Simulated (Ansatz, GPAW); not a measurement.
# A 3-layer slab of Sc(0001): work function by functional and basis

How far do functional and basis move the work function of a 3-layer slab of Sc(0001)?

Calculated with GPAW 26.7.0 and Ansatz 0.2.0; Ansatz plane waves; slab in vacuum with a dipole correction, relaxation, in the first sound run; inputs show where later runs differ.

## (1) The starting structure

The cell holds 3 atoms: 3 Sc. Its edges and angles: a = 3.310 Å, b = 3.310 Å, c = 23.276 Å, α = 90.0°, β = 90.0°, γ = 60.0°. Vacuum lies along c.

## (2) Relaxing the atoms

The atoms are relaxed first, since the surface dipole, and with it the work function, follows the positions of the outer layers. The lowest 1 atoms are held at bulk positions and keep their forces.

File input.yaml:

```yaml
crystal:
  lattice:
    - [3.31, 0.0, 0.0]
    - [1.655, 2.8665440865, 0.0]
    - [0.0, 0.0, 23.27614]
  atoms:
    - { symbol: Sc, position: [0.0, 0.0, 0.3866620496] }
    - { symbol: Sc, position: [0.6666666667, 0.6666666667, 0.5] }
    - { symbol: Sc, position: [0.0, 0.0, 0.6133379504] }
kpoints:
  mp_grid: { grid: [11, 11, 1] }
hamiltonian:
  xc: pbe
scf:
  occupations: { method: fermi_dirac, width: 0.1 }
efield:
  axis: 3
  dipole_correction: true
  ramp_width: 0.05
relax:
  f_tol: 0.02
  max_steps: 60
  constraints: [{ sites: [0] }]
output:
  write_potential: true
  write_density: true
  volumetric_format: npy
```

Command:

```bash
ansatz run input.yaml --threads 2 --pin off --max-ram 4096MiB --backend cpu --events-out ev --progress --plain --runs-dir out
```

Numbers of over 12 decimals in the logs are rounded to 6 here.

Output:

```text
Engine: ansatz 0.2.0, aarch64-unknown-linux-gnu
Pseudopotentials: kind: paw
Pseudopotential: Sc, paw, valence charge 11, recommended cutoff 420 eV (normal), Sc.paw.azcp
Functional definition: PBE
  parameter kappa = 0.804
  parameter beta = 0.066725
  exchange = pbe_x(kappa = kappa, mu = beta*pi^2/3)
  correlation = pbe_c(beta = beta)
Crystal: 3 atoms, lattice volume = 220.850 Å³
Basis set: ecut = 420 eV, 4409 PW (Γ), exchange–correlation on 48×48×320 points (8 copies of the dense FFT grid, shifted against one another)
Bands: 21, of which v1, the nominal top of the filled ones, is band 17 counted from 1 (16 counted from 0)
Symmetry: 6 space group operations
k-points: 16 of 121 (time reversal used)
Non-local potential: Sc, projectors of the file, l = 0: 3, l = 1: 2, l = 2: 3, l = 3: 1
PAW form: soft (Blöchl's): semilocal exchange-correlation on the pseudo side does not see the compensation charge
PAW one-centre angular grid: Sc, 590 points (default); XC on 64 Gauss nodes
Initial density: superposition of atomic densities (neutral atoms: chi_scale 0, normalization atom), corrected by the library's trained network
Initial wavefunctions: pseudopotential atomic-orbital guess
Functional: x = pbe(κ = 0.804, μ = 0.219515), c = pbe(β = 0.066725)
SCF iter   1: F=—  HF=-6406.034942 eV  |F-HF|=—  |Δ(HF+E_count)|=         —  Δρ=2.84e-3  dr2=2.99e-2  ethr=1.77e-3  p=0.000 e·Å  D=3.53e-14 V/Å  ΔV_dip=-0.00 eV  dr2_dipole=7.72e-7  V_vac-E_F(+/−)=3.50/3.50 eV  ⟨swp⟩=4.9  Hψ=3359  notcnv=0
efield: sawtooth ramp at fractional position 0.9750 (placed from the atoms, in the widest stretch of the axis that holds none; the zero of the levels goes with the place), width 0.0500; the density the first Hamiltonian is built on has a dipole p = 0.000 e·Å; the dipole correction subtracts the counter field D = 3.53e-14 V/Å, which shifts the + side's vacuum level by -0.00 eV against the − side's; the planar-averaged density in the ramp window peaks in size at 1.4e-5 e/Å³
automatic band count: the SCF goes on with 25 bands, as 21 were too few: the levels above may hold too much charge
preconditioner: auto → LDOS  [metal: Δε(μ)=0.018 eV  Ē_g=2.526 eV  σ=0.100 eV  W_gap=0.04  n_scr=14 (ndim 8)  ℏωp=7.5 eV  f_vac=0.571  D(μ)=7.37/eV (n_scr^D=72)  β→1.0]
SCF iter   2: F=—  HF=-6406.031674 eV  |F-HF|=—  |Δ(HF+E_count)|=   3.27e-3  Δρ=1.29e-3  dr2=2.21e-3  ethr=9.07e-5  p=0.000 e·Å  D=1.39e-5 V/Å  ΔV_dip=-0.00 eV  dr2_dipole=8.94e-7  V_vac-E_F(+/−)=3.59/3.59 eV  ⟨swp⟩=3.0  Hψ=794  notcnv=0
SCF iter   3: F=—  HF=-6406.031516 eV  |F-HF|=—  |Δ(HF+E_count)|=   1.58e-4  Δρ=3.59e-4  dr2=4.57e-4  ethr=6.69e-6  p=0.000 e·Å  D=4.90e-6 V/Å  ΔV_dip=-0.00 eV  dr2_dipole=4.27e-8  V_vac-E_F(+/−)=3.60/3.60 eV  ⟨swp⟩=2.0  Hψ=630  notcnv=0
SCF iter   4: F=—  HF=-6406.031499 eV  |F-HF|=—  |Δ(HF+E_count)|=   1.79e-5  Δρ=1.25e-4  dr2=1.22e-4  ethr=1.39e-6  p=0.000 e·Å  D=1.92e-6 V/Å  ΔV_dip=-0.00 eV  dr2_dipole=5.11e-10  V_vac-E_F(+/−)=3.62/3.62 eV  ⟨swp⟩=2.2  Hψ=629  notcnv=0
iter 5 did not close the SCF: its close was put off for the readings that it lacked (scf_convergence_deferred on its scf_iter line)
SCF iter   5: F=-6406.031502 eV  HF=-6406.031504 eV  |F-HF|=1.98e-6  |Δ(HF+E_count)|=   5.59e-6  Δρ=4.07e-5  dr2=9.65e-6  ethr=3.70e-7  p=-0.000 e·Å  D=-4.36e-7 V/Å  ΔV_dip=0.00 eV  dr2_dipole=3.93e-9  V_vac-E_F(+/−)=3.63/3.63 eV  ⟨swp⟩=2.5  Hψ=568  notcnv=0
SCF iter   6: F=-6406.031506 eV  HF=-6406.031506 eV  |F-HF|=9.40e-8  |Δ(HF+E_count)|=   1.73e-6  Δρ=1.69e-5  dr2=1.15e-6  ethr=2.93e-8  p=0.000 e·Å  D=2.43e-7 V/Å  ΔV_dip=-0.00 eV  dr2_dipole=3.69e-10  V_vac-E_F(+/−)=3.64/3.64 eV  ⟨swp⟩=8.1  Hψ=2777  notcnv=0
SCF 1 converged in 6 iterations: F = -6406.031506 eV  dr2 = 1.15e-6
  greatest PAW one-centre occupation: 0.998 electrons in one spin orbital (limit 2), on the Sc atom at site 1 (counted from 0), in its partial waves of l = 0
relax step   1: F+E_penalty+E_count = -6406.03150591 eV  Δ(F+E_penalty+E_count) = +0.000e0 eV  max|allowed force component| = 2.350e-1 eV/Å  Δτ_max = 0.0000 Å  (6 SCF iters, dr2 threshold 1.00e-5 eV, accepted)
Bands: 25, of which v1, the nominal top of the filled ones, is band 17 counted from 1 (16 counted from 0)
Initial density: handed on by an earlier stage of this run
Initial wavefunctions: those handed on with the density
SCF iter   1: F=—  HF=-6406.133946 eV  |F-HF|=—  |Δ(HF+E_count)|=         —  Δρ=7.61e-3  dr2=2.19e0  ethr=3.10e-3  p=0.000 e·Å  D=1.79e-7 V/Å  ΔV_dip=-0.00 eV  dr2_dipole=5.44e-1  V_vac-E_F(+/−)=3.70/3.70 eV  ⟨swp⟩=4.5  Hψ=1247  notcnv=0
efield: sawtooth ramp at fractional position 0.9750 (handed on by an earlier solve), width 0.0500; the density the first Hamiltonian is built on has a dipole p = 0.000 e·Å; the dipole correction subtracts the counter field D = 1.79e-7 V/Å, which shifts the + side's vacuum level by -0.00 eV against the − side's; the planar-averaged density in the ramp window peaks in size at 3.2e-7 e/Å³
preconditioner: auto → LDOS  [metal: Δε(μ)=0.079 eV  Ē_g=2.607 eV  σ=0.100 eV  W_gap=0.19  n_scr=14 (ndim 8)  ℏωp=7.5 eV  f_vac=0.580  D(μ)=6.23/eV (n_scr^D=46)  β→1.0]
SCF iter   2: F=—  HF=-6406.064241 eV  |F-HF|=—  |Δ(HF+E_count)|=   6.97e-2  Δρ=3.12e-3  dr2=7.18e-2  ethr=3.10e-3  p=0.012 e·Å  D=1.02e-2 V/Å  ΔV_dip=-0.24 eV  dr2_dipole=2.21e-2  V_vac-E_F(+/−)=3.42/3.66 eV  ⟨swp⟩=2.0  Hψ=603  notcnv=0
SCF iter   3: F=—  HF=-6406.061222 eV  |F-HF|=—  |Δ(HF+E_count)|=   3.02e-3  Δρ=1.25e-3  dr2=2.28e-2  ethr=2.18e-4  p=0.005 e·Å  D=4.38e-3 V/Å  ΔV_dip=-0.10 eV  dr2_dipole=5.55e-4  V_vac-E_F(+/−)=3.54/3.65 eV  ⟨swp⟩=2.2  Hψ=631  notcnv=0
SCF iter   4: F=—  HF=-6406.060659 eV  |F-HF|=—  |Δ(HF+E_count)|=   5.63e-4  Δρ=4.85e-4  dr2=1.78e-3  ethr=6.92e-5  p=0.004 e·Å  D=3.58e-3 V/Å  ΔV_dip=-0.08 eV  dr2_dipole=3.43e-5  V_vac-E_F(+/−)=3.54/3.63 eV  ⟨swp⟩=1.1  Hψ=402  notcnv=0
SCF iter   5: F=—  HF=-6406.060587 eV  |F-HF|=—  |Δ(HF+E_count)|=   7.18e-5  Δρ=1.62e-4  dr2=1.29e-4  ethr=5.40e-6  p=0.002 e·Å  D=1.98e-3 V/Å  ΔV_dip=-0.05 eV  dr2_dipole=5.03e-5  V_vac-E_F(+/−)=3.57/3.61 eV  ⟨swp⟩=2.0  Hψ=466  notcnv=0
SCF iter   6: F=—  HF=-6406.060579 eV  |F-HF|=—  |Δ(HF+E_count)|=   8.26e-6  Δρ=4.18e-5  dr2=9.08e-6  ethr=3.91e-7  p=0.001 e·Å  D=1.16e-3 V/Å  ΔV_dip=-0.03 eV  dr2_dipole=3.71e-6  V_vac-E_F(+/−)=3.58/3.61 eV  ⟨swp⟩=2.1  Hψ=603  notcnv=0
SCF iter   7: F=—  HF=-6406.060582 eV  |F-HF|=—  |Δ(HF+E_count)|=   2.45e-6  Δρ=2.59e-5  dr2=1.03e-5  ethr=1.05e-8  p=0.001 e·Å  D=6.46e-4 V/Å  ΔV_dip=-0.02 eV  dr2_dipole=1.38e-6  V_vac-E_F(+/−)=3.59/3.61 eV  ⟨swp⟩=10.1  Hψ=2863  notcnv=0
SCF iter   8: F=-6406.060581 eV  HF=-6406.060582 eV  |F-HF|=4.46e-7  |Δ(HF+E_count)|=   2.16e-7  Δρ=8.78e-6  dr2=8.83e-7  ethr=1.05e-8  p=0.001 e·Å  D=4.39e-4 V/Å  ΔV_dip=-0.01 eV  dr2_dipole=1.73e-10  V_vac-E_F(+/−)=3.59/3.61 eV  ⟨swp⟩=8.6  Hψ=2613  notcnv=0
SCF 2 converged in 8 iterations: F = -6406.060581 eV  dr2 = 8.83e-7
relax step   2: F+E_penalty+E_count = -6406.06058130 eV  Δ(F+E_penalty+E_count) = -2.908e-2 eV  max|allowed force component| = 4.424e-2 eV/Å  Δτ_max = 0.1945 Å  (8 SCF iters, dr2 threshold 3.45e-6 eV, accepted)
iter 1 solved again at ethr=1.60e-3 eV; its pass at ethr=3.10e-3 eV (dr2=5.29e-1 eV) is discarded
SCF iter   1: F=—  HF=-6406.073068 eV  |F-HF|=—  |Δ(HF+E_count)|=         —  Δρ=3.21e-3  dr2=4.70e-1  ethr=1.60e-3  p=0.001 e·Å  D=4.39e-4 V/Å  ΔV_dip=-0.01 eV  dr2_dipole=1.43e-1  V_vac-E_F(+/−)=3.61/3.62 eV  ⟨swp⟩=1.0  Hψ=1519  notcnv=0
efield: sawtooth ramp at fractional position 0.9750 (handed on by an earlier solve), width 0.0500; the density the first Hamiltonian is built on has a dipole p = 0.001 e·Å; the dipole correction subtracts the counter field D = 4.39e-4 V/Å, which shifts the + side's vacuum level by -0.01 eV against the − side's; the planar-averaged density in the ramp window peaks in size at 1.6e-7 e/Å³
preconditioner: auto → LDOS  [metal: Δε(μ)=0.039 eV  Ē_g=2.597 eV  σ=0.100 eV  W_gap=0.10  n_scr=14 (ndim 8)  ℏωp=7.5 eV  f_vac=0.581  D(μ)=6.95/eV (n_scr^D=58)  β→1.0]
SCF iter   2: F=—  HF=-6406.062298 eV  |F-HF|=—  |Δ(HF+E_count)|=   1.08e-2  Δρ=1.11e-3  dr2=4.91e-3  ethr=1.42e-3  p=0.003 e·Å  D=2.73e-3 V/Å  ΔV_dip=-0.06 eV  dr2_dipole=2.57e-5  V_vac-E_F(+/−)=3.55/3.61 eV  ⟨swp⟩=1.1  Hψ=402  notcnv=0
SCF iter   3: F=—  HF=-6406.062347 eV  |F-HF|=—  |Δ(HF+E_count)|=   4.89e-5  Δρ=5.42e-4  dr2=3.25e-3  ethr=1.49e-5  p=0.002 e·Å  D=1.38e-3 V/Å  ΔV_dip=-0.03 eV  dr2_dipole=2.40e-6  V_vac-E_F(+/−)=3.58/3.61 eV  ⟨swp⟩=2.3  Hψ=699  notcnv=0
SCF iter   4: F=—  HF=-6406.062194 eV  |F-HF|=—  |Δ(HF+E_count)|=   1.53e-4  Δρ=2.00e-4  dr2=2.05e-4  ethr=9.86e-6  p=0.001 e·Å  D=1.14e-3 V/Å  ΔV_dip=-0.03 eV  dr2_dipole=4.68e-6  V_vac-E_F(+/−)=3.57/3.60 eV  ⟨swp⟩=2.3  Hψ=559  notcnv=0
SCF iter   5: F=—  HF=-6406.062199 eV  |F-HF|=—  |Δ(HF+E_count)|=   4.70e-6  Δρ=5.39e-5  dr2=1.65e-5  ethr=6.21e-7  p=0.001 e·Å  D=5.05e-4 V/Å  ΔV_dip=-0.01 eV  dr2_dipole=3.20e-6  V_vac-E_F(+/−)=3.58/3.59 eV  ⟨swp⟩=2.3  Hψ=527  notcnv=0
SCF iter   6: F=—  HF=-6406.062131 eV  |F-HF|=—  |Δ(HF+E_count)|=   6.79e-5  Δρ=1.65e-5  dr2=9.87e-7  ethr=4.99e-8  p=0.000 e·Å  D=1.99e-4 V/Å  ΔV_dip=-0.00 eV  dr2_dipole=3.80e-7  V_vac-E_F(+/−)=3.59/3.59 eV  ⟨swp⟩=2.3  Hψ=638  notcnv=0
SCF iter   7: F=—  HF=-6406.062131 eV  |F-HF|=—  |Δ(HF+E_count)|=   5.16e-7  Δρ=7.89e-6  dr2=8.06e-7  ethr=3.03e-10  p=0.000 e·Å  D=5.10e-5 V/Å  ΔV_dip=-0.00 eV  dr2_dipole=5.87e-8  V_vac-E_F(+/−)=3.59/3.59 eV  ⟨swp⟩=9.6  Hψ=2606  notcnv=0
SCF iter   8: F=-6406.062131 eV  HF=-6406.062131 eV  |F-HF|=6.52e-8  |Δ(HF+E_count)|=   6.95e-8  Δρ=2.37e-6  dr2=9.59e-8  ethr=3.03e-10  p=-0.000 e·Å  D=-2.32e-5 V/Å  ΔV_dip=0.00 eV  dr2_dipole=8.35e-9  V_vac-E_F(+/−)=3.59/3.59 eV  ⟨swp⟩=7.4  Hψ=2390  notcnv=0
SCF 3 converged in 8 iterations: F = -6406.062131 eV  dr2 = 9.59e-8
relax step   3: F+E_penalty+E_count = -6406.06213120 eV  Δ(F+E_penalty+E_count) = -1.550e-3 eV  max|allowed force component| = 7.164e-3 eV/Å  Δτ_max = 0.0608 Å  (8 SCF iters, accepted)
NSCF: frozen V_eff on 16 k-points
the band table was solved once a step of the walk had ended and its energy, with any forces and stress, was formed, with the checks that follow a solve (2335 applications of the Hamiltonian). They found nothing against the state; the energy, forces and stress were not computed again (output.eigenvalues in the input reference)
WARN: The output density's exchange-correlation potential varies sharply where the density is thin. Do not read a vacuum level from v_tot or v_xc, or from such a field of the output density. On a cell that repeats whose density bears no net charge and no dipole along the vacuum's axis use v_es (v_loc + v_h of the components); under efield.dipole_correction with no amplitude use v_es + v_field, which holds any externa [...]
SCF converged after 8 iterations
Free energy (F): -6406.062131 eV
Harris-Foulkes:  -6406.062131 eV  (|F-HF|=6.52e-8)
Internal energy: -6405.819104 eV  (E = F + TS)
E sigma→0 (E₀):  -6405.940618 eV
Entropy (-TS):   -0.243027 eV (-81.009 meV/atom)
Fermi energy:    0.878600 eV
Dipole field:    D = 0.000094 V/Å  (p = 0.000114 e·Å, saw-weighted, corrected)
Work function:   Φ+ = 3.5893 eV   Φ− = 3.5914 eV
Levels:          The Fermi level and band energies are counted from a zero that moves with the ramp; work functions are not
--- Per-component energies (eV) ---
  E_band       = -786.285991
  E_kinetic    = 779.608543
  E_local      = -21616.377101  (includes V_loc(G=0)·N_el)
  E_nonlocal   = 251.437676
  E_hartree    = 10266.003988
  E_xc         = -310.516036
  E_vxc        = -384.114207  (∫ρ·V_xc dr)
  E_paw        = -2866.908655  (= ΣΔE_a)
  E_vpaw       = -348.862012  (= ΣTr[D̂ρ^β])
  E_aug_tail   = 0.000030  (compensation charges beyond the density's cutoff)
  E_efield     = 0.000000  (sawtooth field / dipole correction)
  E_vefield    = 0.000397  (∫n·V_field dr)
  E_ewald      = 7090.932450
  E_smearing   = -0.243027  (= −TS)
  E_closure    = 0.000000  (closes the sum)
  Σ components = -6406.062131   (vs F -6406.062131, Δ=0.00e0)
--- Forces (eV/Å), atoms counted from 1 ---
  atom   1  Sc    -0.00000000    -0.00000000    -0.01291561
  atom   2  Sc     0.00000000     0.00000000     0.00716389
  atom   3  Sc    -0.00000000    -0.00000000     0.00560617
  max |Σ_I F_I| component: 1.46e-4 eV/Å
--- Band table (eV; the first three rows and the last of 16) ---
  k-point 0: bands = [... 13 lower, -2.7790, -1.3522, 0.9297, 1.0200, 1.7597, 2.2154, 2.2154, 2.3131, ... 4 higher]
  k-point 1: bands = [... 13 lower, -2.6075, -1.1941, 0.9509, 1.0512, 1.6488, 2.0950, 2.1201, 2.3152, ... 4 higher]
  k-point 2: bands = [... 13 lower, -2.1224, -0.7619, 0.9494, 1.0082, 1.4884, 1.6735, 1.9261, 2.4274, ... 4 higher]
  k-point 15: bands = [... 13 lower, 0.2388, 0.2520, 0.6192, 0.9442, 1.2779, 1.3592, 1.3835, 1.6484, ... 4 higher]
--- Relaxed structure (3 steps of the walk, 3 accepted, 0 SCFs on fresh bases) ---
  F+E_penalty+E_count = -6406.06213120 eV   max|allowed force component| = 7.164e-3 eV/Å
  atoms:
    - { symbol: Sc, position: [0.0, 0.0, 0.3866620496] }
    - { symbol: Sc, position: [0.666667, 0.666667, 0.494443] }
    - { symbol: Sc, position: [-1.2744279136332104e-17, 0, 0.602368] }
```

Elapsed: 11 s, on 2 threads of Arm Neoverse V2, shared host; peak memory 0.43 GiB.

Step by step:

```csv
step,energy less that of the first step (eV),largest force component (eV/Å)
1,0.0000,0.2350
2,-0.0291,0.0442
3,-0.0306,0.0072
```

The run keeps the 6 symmetry operations that it works with, so distortions that break them were not tested.

The atoms that moved most (Å):

```csv
atom,dx,dy,dz,length
Sc3,0.000,0.000,-0.255,0.255
Sc2,0.000,0.000,-0.129,0.129
```

Final coordinates:

```
Sc
1.0
     3.31000    0.00000    0.00000
     1.65500    2.86654    0.00000
     0.00000    0.00000   23.27614
Sc
3
Cartesian
  0.0000 0.0000 9.0000
  3.3100 1.9110 11.5087
  0.0000 0.0000 14.0208
```

Numbers from this step:

```
free energy             : -6406.0621 eV
smearing term TS        : 0.2430 eV
symmetry operations     : 6
upper work function     : 3.589 eV
lower work function     : 3.591 eV
dipole along the normal : 1.14e-4 e·Å
dipole field            : 9.38e-5 V/Å
vacuum level above      : 4.468 eV
vacuum level below      : 4.470 eV
```

The electrostatic potential energy of an electron (with the applied field's), less the Fermi level, planar mean by z:

```csv
z (Å),"electrostatic potential energy of an electron (with the applied field's), less the Fermi level, planar mean (eV)"
0.0,3.59
0.5,3.59
1.0,3.59
1.5,3.59
2.0,3.59
2.5,3.59
3.0,3.59
3.5,3.59
4.0,3.59
4.5,3.59
5.0,3.58
5.5,3.55
6.0,3.49
6.5,3.32
7.0,2.85
7.5,1.66
8.0,-1.19
8.5,-7.81
9.0,-13.2
9.5,-7.07
10.0,-0.537
10.5,-0.441
11.0,-6.71
11.5,-12.7
12.0,-7.01
12.5,-0.533
13.0,-0.406
13.5,-6.69
14.0,-13.1
14.5,-8.15
15.0,-1.40
15.5,1.58
16.0,2.82
16.5,3.30
17.0,3.49
17.5,3.55
18.0,3.58
18.5,3.59
19.0,3.59
19.5,3.59
20.0,3.59
20.5,3.59
21.0,3.59
21.5,3.59
22.0,3.59
22.5,3.59
23.0,3.59
```

The valence density, planar mean by z:

```csv
z (Å),"valence density, planar mean (e/Å³)"
4.0,3.8e-5
4.5,1.1e-4
5.0,3.0e-4
5.5,8.3e-4
6.0,0.00228
6.5,0.00608
7.0,0.0150
7.5,0.0336
8.0,0.0852
8.5,0.500
9.0,1.01
9.5,0.515
10.0,0.147
10.5,0.142
11.0,0.498
11.5,1.02
12.0,0.523
12.5,0.143
13.0,0.144
13.5,0.485
14.0,1.01
14.5,0.530
15.0,0.0911
15.5,0.0348
16.0,0.0155
16.5,0.00633
17.0,0.00236
17.5,8.6e-4
18.0,3.1e-4
18.5,1.1e-4
19.0,3.9e-5
```

The relaxation lowered the energy of the cell by 0.0306 eV.

## (3) The slab's potential

The work function is the vacuum plateau of the electrostatic potential less the Fermi level; a dipole layer lets the two faces have plateaus of their own.

This step: GPAW, PAW setups; slab in vacuum (GPAW 26.7.0).

File run.py:

```python
import json
import numpy as np
from ase import Atoms
from gpaw import GPAW, PW

slab = Atoms(
    ['Sc', 'Sc', 'Sc'],
    positions=[
        [0.00000, 0.00000, 9.00000],
        [3.31000, 1.91103, 11.50871],
        [-0.00000, -0.00000, 14.02080]],
    cell=[[3.31, 0.0, 0.0], [1.655, 2.86654, 0.0], [0.0, 0.0, 23.27614]],
    pbc=[True, True, False])

slab.calc = GPAW(mode=PW(400), xc='PBE', kpts={'size': (11, 11, 1), 'gamma': True},
                 occupations={'name': 'fermi-dirac', 'width': 0.1}, nbands='140%',
                 convergence={'density': 1e-05}, maxiter=200,
                 poissonsolver={'dipolelayer': 'xy'},
                 symmetry={'tolerance': 1e-3}, txt='slab.txt')
result = {}
energy = slab.get_potential_energy()
fermi = slab.calc.get_fermi_level()
v = slab.calc.get_electrostatic_potential().mean((0, 1)) - fermi
n = slab.calc.get_pseudo_density().mean((0, 1))
L = slab.cell[2, 2]
z = np.arange(len(v)) * L / len(v)
low, high = slab.positions[:, 2].min(), slab.positions[:, 2].max()
below, above = np.interp([low - 6.8, high + 6.8], z, v)
slopes = [np.interp(x, z, np.gradient(v, z)) for x in (low - 6.8, high + 6.8)]
eps = np.array([[slab.calc.get_eigenvalues(k, s) for k in range(len(slab.calc.get_ibz_k_points()))]
                for s in range(slab.calc.get_number_of_spins())]) - fermi
top, bottom = eps[eps < 0].max(), eps[eps > 0].min()
dipole = slab.get_dipole_moment()[2]
print(f'energy {energy:.4f} eV, Fermi level {fermi:.4f} eV, dipole {dipole:.5f} e A')
print(f'potential 6.8 A off the faces, from the Fermi level: lower {below:.4f} eV, upper {above:.4f} eV')
print(f'slope of the potential there: lower {slopes[0]:.5f}, upper {slopes[1]:.5f} eV/A')
print(f'nearest levels on the mesh: {top:.4f} and {bottom:.4f} eV')
print('magnetic moment', round(slab.get_magnetic_moment(), 3))
result.update(energy=energy, fermi=fermi, dipole=dipole, below=below, above=above, slopes=slopes, edges=[top, bottom],
              z=z.tolist(), v=v.tolist(), n=n.tolist(), positions=slab.positions.tolist(),
              forces=slab.get_forces(apply_constraint=False).tolist(), moments=slab.get_magnetic_moments().tolist())
json.dump(result, open('result.json', 'w'))
```

Command:

```bash
OMP_NUM_THREADS=1 OPENBLAS_NUM_THREADS=2 python run.py
```

Output:

```text
energy -12.4934 eV, Fermi level -0.3321 eV, dipole -0.00008 e A
potential 6.8 A off the faces, from the Fermi level: lower 3.5938 eV, upper 3.5953 eV
slope of the potential there: lower -0.00007, upper 0.00006 eV/A
nearest levels on the mesh: -0.0313 and 0.0097 eV
magnetic moment 0.0
```

Elapsed: 36 s, on 2 threads; peak memory 0.2 GiB.

This step gave:

| Quantity | Value |
| --- | --- |
| dipole along the normal | -8.01e-5 e·Å |
| levels nearest the Fermi level on the mesh | -0.03134, 0.009713 eV from the Fermi level |
| upper work function | 3.595 eV |
| lower work function | 3.594 eV |

The electrostatic potential energy of an electron (without an applied field's), less the Fermi level, planar mean by z:

```csv
z (Å),"electrostatic potential energy of an electron (without an applied field's), less the Fermi level, planar mean (eV)"
0,3.59
1,3.59
2,3.59
3,3.59
4,3.59
5,3.58
6,3.50
7,2.85
8,-1.13
9,-14.8
10,-0.425
11,-6.71
12,-7.07
13,-0.305
14,-14.9
15,-1.30
16,2.82
17,3.49
18,3.58
19,3.59
20,3.60
21,3.60
22,3.60
23,3.60
```

Table of pseudo valence density, planar mean by z:

```csv
z (Å),"pseudo valence density, planar mean (e/Å³)"
0.00,0
0.65,0
1.29,0
1.94,0
2.59,2.0e-6
3.02,4.8e-6
3.66,1.8e-5
4.31,7.1e-5
4.96,2.7e-4
5.60,0.00102
6.25,0.00372
6.90,0.0126
7.54,0.0358
8.19,0.144
8.62,0.620
9.27,0.848
9.91,0.160
10.56,0.149
11.21,0.777
11.85,0.689
12.50,0.142
13.15,0.169
13.79,0.928
14.44,0.545
14.87,0.128
15.52,0.0336
16.16,0.0117
16.81,0.00344
17.46,9.4e-4
18.10,2.5e-4
18.75,6.5e-5
19.40,1.7e-5
20.04,4.4e-6
20.47,1.8e-6
21.12,0
21.77,0
22.41,0
23.06,0
```

The potential is flat to 6.9e-5 eV/Å where it is read, so the vacuum is wide enough. The geometry is the other program's minimum; here the largest force on a free atom is 0.0070 eV/Å.

(Part 1 of 2 ends here.)

[Logs are printed without paths, hosts, clocks, repeated set-up lines and the standing remarks that a program may print on its own settings, such as how far it seeks lower states.]

[Hosts, paths, dates, database ids (printed as entryN), source tags and the programs' standing remarks are cut or masked in the printed files.]
